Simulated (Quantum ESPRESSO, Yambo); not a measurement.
Planning a run of Yambo 5.3.0 on SnHCF (chair-type functionalised monolayer). The input:

```
optics
bss
bse
em1s
dipoles
rim_cut
rim_w
RandQpts= 3000000
RandGvec= 100 RL
CUTGeo= "slab z"
RandGvecW= 9 RL
Chimod= "HARTREE"
BSKmod= "SEX"
BSEmod= "resonant"
BSSmod= "d"
BSENGexx= 30 Ry
BSENGBlk= 5.5 Ry
% BSEQptR
 1 | 1 |
%
% BSEBands
 14 | 19 |
%
% BEnRange
 0 | 7 | eV
%
% BDmRange
 0.1 | 0.1 | eV
%
BEnSteps= 141
% BLongDir
 1 | 0 | 0 |
%
% BndsRnXs
 1 | 38 |
%
NGsBlkXs= 5.5 Ry
% LongDrXs
 1 | 1 | 0 |
%
% KfnQP_E
 1.623 | 1.0 | 1.0 |
%
WRbsWF
```

```sh
OMP_NUM_THREADS=1 mpirun -n 4 yambo -F bse2.in -J bse2 -C bse2 > bse2.log
```

The stored states that it reads are on a 9×9×1 mesh. The cell holds 4 atoms: 1 C, 1 Sn, 1 H and 1 F. Its edges and angles: a = 3.644 Å, b = 3.644 Å, c = 16.000 Å, α = 90.0°, β = 90.0°, γ = 120.0°. Vacuum lies along c.

Question: How long will it take on 4 MPI ranks of Arm Neoverse V1, shared host, and how much memory?

It took 2.5 min; on shared hardware allow 75 s to 5 min. Peak host memory was 2.2 GiB.

The kernel grows as the square of the matrix size, and full diagonalisation as its cube.

[Paths, hosts, dates, memory and timing lines, banners, echoed tables and standing remarks are left out of the program output.]

[Logs are printed without paths, hosts, clocks, repeated set-up lines and the standing remarks that a program may print on its own settings, such as how far it seeks lower states.]

[Runs of the session that timed out or met a known fault of the program may be left out.]

[Hosts, paths, dates, database ids (printed as entryN), source tags and the programs' standing remarks are cut or masked in the printed files.]
